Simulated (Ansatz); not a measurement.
# AlSi2 (built on the sites of a database entry of ScSi2): the cell at rest

Aim: bring AlSi2 (built on the sites of a database entry of ScSi2) to small forces and stress, as phonons need.

Method: DFT RPBE, scalar-relativistic, plane waves, PAW, in Ansatz 0.2.0.

This is a report of a sequence of runs, with most program output left out.

The structure was built from a prototype and need not be the compound's stable phase.

### 1. The structure

The structure is hexagonal, space group P6/mmm (No. 191). Conventional cell: a = 3.179 Å, b = 3.179 Å, c = 3.361 Å, α = 90.00°, β = 90.00°, γ = 120.00°. Al has 12 Si at 2.49 Å nearest. Nearest to Si lie 3 Si at 1.84 Å and 6 Al at 2.49 Å. Farther neighbours are not listed.

### 2. A coarse first look

First a cheap look: the gap decides the mesh and the occupations, the pressure tells how far the cell has to move.

The input, input.yaml:

```yaml
crystal:
  lattice:
    - [3.17856, 0.0, 0.0]
    - [-1.58928, 2.75271, 0.0]
    - [0.0, 0.0, 3.36093]
  atoms:
    - { symbol: Al, position: [0.0, 0.0, 0.0] }
    - { symbol: Si, position: [0.3333333333, 0.6666666667, 0.5] }
    - { symbol: Si, position: [0.6666666667, 0.3333333333, 0.5] }
kpoints:
  mp_grid: { grid: [6, 6, 6] }
hamiltonian:
  xc: rpbe
scf:
  occupations: { method: gaussian, width: 0.1 }
output:
  forces: true
  stress: true
  eigenvalues: true
```

Launch:

```sh
$ ansatz run input.yaml --threads 4 --pin off --max-ram 7168MiB --backend cpu --events-out ev --progress --plain --runs-dir out
```

Run time: 0.41 s. Hardware: 4 threads of Arm Neoverse V1, shared host; peak memory 0.26 GiB.

This step gave:

```
pressure          : 177.9 GPa
volume per atom   : 9.802 Å³
gap on the k-mesh : 0 eV
```

The coarse mesh shows no gap and a pressure of 177.9 GPa.

### 3. Rough relaxation

A rough relaxation comes first, because large forces or stress need no tight tolerances yet.

Edit input.yaml of step 2 so:

```diff
@@ -10,3 +10,3 @@
 kpoints:
-  mp_grid: { grid: [6, 6, 6] }
+  mp_grid: { grid: [9, 9, 6] }
 hamiltonian:
@@ -19 +19,6 @@
   eigenvalues: true
+relax:
+  adjacent_minimum: "off"
+  f_tol: 0.05
+  max_steps: 80
+  cell: { stress_tol: 0.5 }
```

Elapsed: 6.4 s, on 4 threads; peak memory 0.32 GiB; 21 s of CPU time.

The steps of the relaxation:

| step | energy less that of the first step (eV) | largest force component (eV/Å) | pressure (GPa) | volume (Å³) |
| --- | --- | --- | --- | --- |
| 1 | 0.0000 | 0.0000 | 177.61 | 29.41 |
| 2 | -3.6899 | 0.0000 | 115.92 | 32.67 |
| 3 | -6.1623 | 0.0000 | 71.94 | 36.12 |
| 4 | -7.7504 | 0.0000 | 40.92 | 39.89 |
| 5 | -8.6457 | 0.0000 | 20.25 | 43.59 |
| 6 | -9.0614 | 0.0000 | 5.71 | 48.36 |
| 7 | -9.1450 | 0.0000 | -1.47 | 51.94 |
| 8 | -9.1952 | 0.0000 | -0.98 | 50.42 |
| 9 | -9.2515 | 0.0000 | -0.35 | 48.97 |
| 10 | -9.3447 | 0.0000 | -0.22 | 47.70 |
| 11 | -9.3602 | 0.0000 | 0.87 | 46.25 |
| 12 | -9.3616 | 0.0000 | 0.08 | 46.75 |
| 13* | -9.4711 | 0.0000 | 1.03 | 46.75 |
| 14 | -9.4746 | 0.0000 | 0.21 | 47.05 |
| 15* | -9.4747 | 0.0000 | 0.21 | 47.05 |

Relaxation steps marked * repeat the geometry before them on a plane-wave basis chosen anew for their cell, so energy and pressure can jump there.

Forces are held to the 24 operations that the run works with; a distortion that breaks them can't arise in this run.

| cell as run | before | after | change |
| --- | --- | --- | --- |
| a (Å) | 3.179 | 4.289 | +34.9 % |
| b (Å) | 3.179 | 4.289 | +34.9 % |
| c (Å) | 3.361 | 2.954 | -12.1 % |
| volume (Å³/atom) | 9.80 | 15.68 | +60.0 % |

Final coordinates:

```cif
data_structure
_symmetry_space_group_name_H-M 'P 1'
_symmetry_Int_Tables_number 1
_cell_length_a 4.2889
_cell_length_b 4.2889
_cell_length_c 2.9538
_cell_angle_alpha 90.000
_cell_angle_beta 90.000
_cell_angle_gamma 120.000
_cell_volume 47.05
loop_
_atom_site_label
_atom_site_type_symbol
_atom_site_fract_x
_atom_site_fract_y
_atom_site_fract_z
_atom_site_occupancy
Al1 Al 0.00000 0.00000 0.00000 1
Si2 Si 0.33333 0.66667 0.50000 1
Si3 Si 0.66667 0.33333 0.50000 1
```

Numbers from this step:

- pressure: 0.2094 GPa
- volume per atom: 15.68 Å³

In this step the volume went from 9.80 to 15.68 Å³/atom.

### 4. Bringing the structure to rest

Harmonic phonons are second derivatives at a point where the forces vanish, and they are wanted at zero stress, so atoms and cell are relaxed first.

The input, input.yaml:

```yaml
crystal:
  lattice:
    - [4.2888883473, 0.0, 0.0]
    - [-2.1444441736, 3.7142862628, 0.0]
    - [0.0, 0.0, 2.9538006574]
  atoms:
    - { symbol: Al, position: [0.0, 0.0, 0.0] }
    - { symbol: Si, position: [0.3333333333, 0.6666666667, 0.5] }
    - { symbol: Si, position: [0.6666666667, 0.3333333333, 0.5] }
kpoints:
  mp_grid: { grid: [12, 12, 12] }
hamiltonian:
  xc: rpbe
scf:
  occupations: { method: gaussian, width: 0.1 }
output:
  forces: true
  stress: true
  eigenvalues: true
  write_density: true
  write_potential: true
  elf: true
  volumetric_format: npy
relax:
  adjacent_minimum: "off"
  f_tol: 0.005
  max_steps: 80
  cell: { stress_tol: 0.05 }
```

Elapsed: 7.7 s, on 4 threads; peak memory 0.38 GiB; 28 s of CPU time.

Relaxation path:

| step | energy less that of the first step (eV) | largest force component (eV/Å) | pressure (GPa) | volume (Å³) |
| --- | --- | --- | --- | --- |
| 1 | 0.0000 | 0.0000 | 0.04 | 47.05 |
| 2 | -0.0637 | 0.0000 | 1.33 | 45.81 |
| 3 | -0.1266 | 0.0000 | -0.26 | 46.36 |
| 4 | -0.1230 | 0.0000 | 0.53 | 45.98 |
| 5 | -0.1269 | 0.0000 | 0.02 | 46.21 |
| 6* | -0.1274 | 0.0000 | 0.03 | 46.21 |

Relaxation steps marked * repeat the geometry before them on a plane-wave basis chosen anew for their cell, so energy and pressure can jump there. Relaxation step 4 was tried and not accepted.

The run keeps the 24 symmetry operations that it works with, so distortions that break them were not tested.

| conventional cell, symmetrised | before | after | change |
| --- | --- | --- | --- |
| a (Å) | 4.289 | 4.463 | +4.1 % |
| b (Å) | 4.289 | 4.463 | +4.1 % |
| c (Å) | 2.954 | 2.679 | -9.3 % |
| volume (Å³/atom) | 15.68 | 15.40 | -1.8 % |

Final coordinates:

```cif
data_structure
_symmetry_space_group_name_H-M 'P 1'
_symmetry_Int_Tables_number 1
_cell_length_a 4.4631
_cell_length_b 4.4631
_cell_length_c 2.6788
_cell_angle_alpha 90.000
_cell_angle_beta 90.000
_cell_angle_gamma 120.000
_cell_volume 46.21
loop_
_atom_site_label
_atom_site_type_symbol
_atom_site_fract_x
_atom_site_fract_y
_atom_site_fract_z
_atom_site_occupancy
Al1 Al 0.00000 0.00000 0.00000 1
Si2 Si 0.33333 0.66667 0.50000 1
Si3 Si 0.66667 0.33333 0.50000 1
```

This step gave:

```
pressure        : 0.03322 GPa
volume per atom : 15.40 Å³
```

Electrostatic potential energy in the ab plane at fractional z = 0.500, with atoms of Si within 0.2 Å of it. With pseudopotentials it is smooth inside the atoms' cores, unlike the true potential.

Values in eV, 14 rows by 14 columns, each cell a mean:
```
  7   8  10  10   8   5   3   4   6   9  10  10   8   7
  9  10  10   7   1  -8 -11  -5   3   8  10  10   9   8
 10  10   7  -3 -21 -35 -34 -18   1   8  10  10  10  10
 10   8  -1 -27 -47 -53 -44 -20   2   9  10  10  10  10
  9   4 -13 -43 -53 -53 -37 -10   6   9   9   8   8   9
  7   0 -21 -45 -50 -41 -17   1   7   6   2   1   3   6
  6   0 -15 -29 -27 -13   1   5   1 -10 -20 -18  -5   4
  7   4  -2  -6  -3   4   6   1 -17 -37 -44 -34 -11   3
  9   8   6   6   8   8   4 -13 -41 -53 -53 -35  -8   5
 10  10   9  10  10   8  -3 -27 -50 -53 -47 -21   1   8
 10  10  10  10  10   6  -6 -29 -45 -43 -27  -3   7  10
  9   9   9  10   9   6  -2 -15 -21 -13  -1   7  10  10
  7   8   9  10  10   8   4   0   0   4   8  10  10   8
  6   7   9  10  10   9   7   6   7   9  10  10   9   7
```
Columns run along a (4.5 Å; values clipped at the 3rd and 97th percentile), rows up along b (4.5 Å). Atoms in or near the plane, at fractional coordinates: Si at (0.33, 0.67), Si at (0.67, 0.33).

Valence density in the ab plane at fractional z = 0.500, with atoms of Si within 0.2 Å of it. It is the smooth field of the valence electrons, not physical close to the nuclei.

Ten even steps from '_' (0.09 e/Å³) to '@' (0.41 e/Å³), each cell a mean:
```
==------++##@@%%**==------==
------++##@@@@@@##==--------
----++##%%**##%%##==--------
--++####--__==%%##==--------
++##@@==____**@@##++========
##@@@@==::++@@@@##########**
%%@@@@####@@@@%%@@@@%%%%@@%%
##%%%%%%%%%%%%@@@@**==##@@@@
++++++++++**%%@@++____**@@##
--------==++%%##::__--%%##++
----------++%%##====####++--
----------++%%@@@@@@##++----
====------++%%@@@@##++------
====------++##%%##++------==
```
Columns run along a (4.5 Å), rows up along b (4.5 Å). Atoms in or near the plane, at fractional coordinates: Si at (0.33, 0.67), Si at (0.67, 0.33).

ELF in the ab plane at fractional z = 0.500, with atoms of Si within 0.2 Å of it. It is the smooth field of the valence electrons, not physical close to the nuclei.

Ten even steps from '_' (0.37) to '@' (0.76), each cell a mean:
```
**==....==%%@@@@##--..::==**
--::::==##%%%%%%##--..::--==
....==**==::::++##==....::::
..==##--__..__++##--........
==####__--::::####==--==----
%%@@**____..##@@%%##########
@@@@##----##@@@@@@##++++%%@@
%%%%##**##%%@@@@##::__::%%@@
++++++++++**%%##..::..::%%%%
::::::..::++##--__--__==##==
......__..++**--____--**==..
----::..::++####**####==::..
**++--..::++%%@@@@##==..::==
##**--..::++%%@@%%==....--**
```
Columns run along a (4.5 Å), rows up along b (4.5 Å). Atoms in or near the plane, at fractional coordinates: Si at (0.33, 0.67), Si at (0.67, 0.33).

In this step the volume went from 15.68 to 15.40 Å³/atom.

### 5. Tight relaxation

Phonons need a cell at rest on their own settings, so the relaxation is repeated with tight tolerances on forces and stress, using the mesh and the filling of the phonon run that follows.

The input, input.yaml:

```yaml
crystal:
  lattice:
    - [4.4630975592, 0.0, 0.0]
    - [-2.2315487796, 3.8651558659, 0.0]
    - [0.0, 0.0, 2.6787914147]
  atoms:
    - { symbol: Al, position: [0.0, 0.0, 0.0] }
    - { symbol: Si, position: [0.3333333333, 0.6666666667, 0.5] }
    - { symbol: Si, position: [0.6666666667, 0.3333333333, 0.5] }
kpoints:
  mp_grid: { grid: [12, 12, 12] }
hamiltonian:
  xc: rpbe
scf:
  occupations: { method: methfessel_paxton, width: 0.15 }
output:
  forces: true
  stress: true
  eigenvalues: true
relax:
  adjacent_minimum: "off"
  f_tol: 0.001
  max_steps: 60
  cell: { stress_tol: 0.01 }
```

It took 4 s on 4 threads; peak memory 0.38 GiB; 15 s of CPU time.

Little changed from the start: no atom moved by 0.005 Å and no cell edge by 0.1 %.

This step gave:

* pressure: 0.002112 GPa
* volume per atom: 15.41 Å³

The forces vanish by symmetry and the pressure is 0.002 GPa, within the tolerances set. The cell now holds 15.41 Å³/atom.

### 6. Summary of results

| Item | Value |
| --- | --- |
| space group after relaxation (within 0.01 Å) | P6/mmm |
| lattice constant a | 4.464 Å |
| lattice constant b | 4.464 Å |
| lattice constant c | 2.679 Å |
| volume per atom | 15.4 Å³ |

In words: The forces vanish by symmetry and the pressure is 0.002 GPa, within the tolerances set. The cell now holds 15.41 Å³/atom. The relaxation keeps the symmetry of its start, so it says nothing on stability against lower symmetry. The runs are without spin polarisation, although the cell has an odd electron count. The starting cell was built on a prototype and not taken from a measurement, so the phase need not exist.

[Logs are printed without paths, hosts, clocks, repeated set-up lines and the standing remarks that a program may print on its own settings, such as how far it seeks lower states.]

[Hosts, paths, dates, database ids (printed as entryN), source tags and the programs' standing remarks are cut or masked in the printed files.]
